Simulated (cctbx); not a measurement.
# Ba2CaPrCu3S7: precision against data quality

Space group Cm (no. 8), a = 32.9520 Å, b = 4.4340 Å, c = 4.5200 Å, α = 90.00°, β = 97.62°, γ = 90.00°.

```csv
atom,mult.,x,y,z,Ueq (Å²)
Pr1,2,0.5595,0,0.5546,0.0046
Ba1,2,0.6904,0,0.6924,0.0052
Ba2,2,0.9298,1/2,0.4204,0.0049
Cu1,2,0.6174,1/2,0.1100,0.0065
Cu2,2,0.5005,1/2,0.0050,0.0060
Cu3,2,0.8475,0,0.8172,0.0069
Ca1,2,0.7869,1/2,0.2779,0.0073
S1,2,0.7835,0,0.6775,0.0087
S2,2,0.9122,0,0.9269,0.0065
S3,2,0.7092,1/2,0.1998,0.0083
S4,2,0.6081,0,0.1090,0.0065
S5,2,0.6096,1/2,0.5983,0.0084
S6,2,0.5072,0,0.0023,0.0066
S7,2,0.5079,1/2,0.5132,0.0064
```

This is a model crystal, built by substitution and not relaxed, with assumed displacement parameters.

Five simulated data sets (cctbx; Mo Kα, λ = 0.71073 Å; 6 % proportional error) differ in resolution or exposure (noise floor 8 counts in the first three, 8 in the last two). Each is refined with the right model, isotropic at 1.1 Å and anisotropic otherwise. How do the figures of merit and the uncertainties move?

| d min (Å) | top counts | ⟨I/σ⟩ (unmerged, absences included) | unique | param. (scale apart) | Rint | R1 | GooF | largest s.u. xyz (fractional) | s.u. U of S1 (Å²) | largest error (Å) |
| --- | --- | --- | --- | --- | --- | --- | --- | --- | --- | --- |
| 1.1 | 20000 | 5.7 | 537 | 42 | 0.038 | 0.0243 | 0.95 | 0.00168 | 0.0014 | 0.0208 |
| 0.84 | 20000 | 5.6 | 1223 | 84 | 0.041 | 0.0262 | 0.96 | 0.00110 | 0.0015 | 0.0218 |
| 0.6 | 20000 | 5.0 | 3283 | 84 | 0.042 | 0.0297 | 0.97 | 0.00059 | 0.0006 | 0.0218 |
| 0.75 | 300 | 0.6 | 1692 | 84 | 0.336 | 0.1276 | 0.96 | 0.01296 | 0.0128 | 0.0783 |
| 0.75 | 3000 | 2.9 | 1692 | 84 | 0.074 | 0.0471 | 0.95 | 0.00281 | 0.0025 | 0.0279 |

The number of reflections grows roughly as 1/d³: 537, 1223 and 3283 here. R1 follows the noise rather than the truth: at 300 counts it is 0.1276, at 3000 counts 0.0471, while GooF is 0.96 and 0.95: the weights 1/σ² carry the noise. The s.u. of U (U11 where anisotropic) for S1 goes 0.0014, 0.0015, 0.0006 Å² with resolution and 0.0128, 0.0025 Å² with exposure.

Hardware for the 0.6 Å refinement: 0.7 s on 1 thread of Arm Neoverse V2, on a shared host, peak memory 0.09 GiB.

[Logs are printed without paths, hosts, clocks, repeated set-up lines and the standing remarks that a program may print on its own settings, such as how far it seeks lower states.]
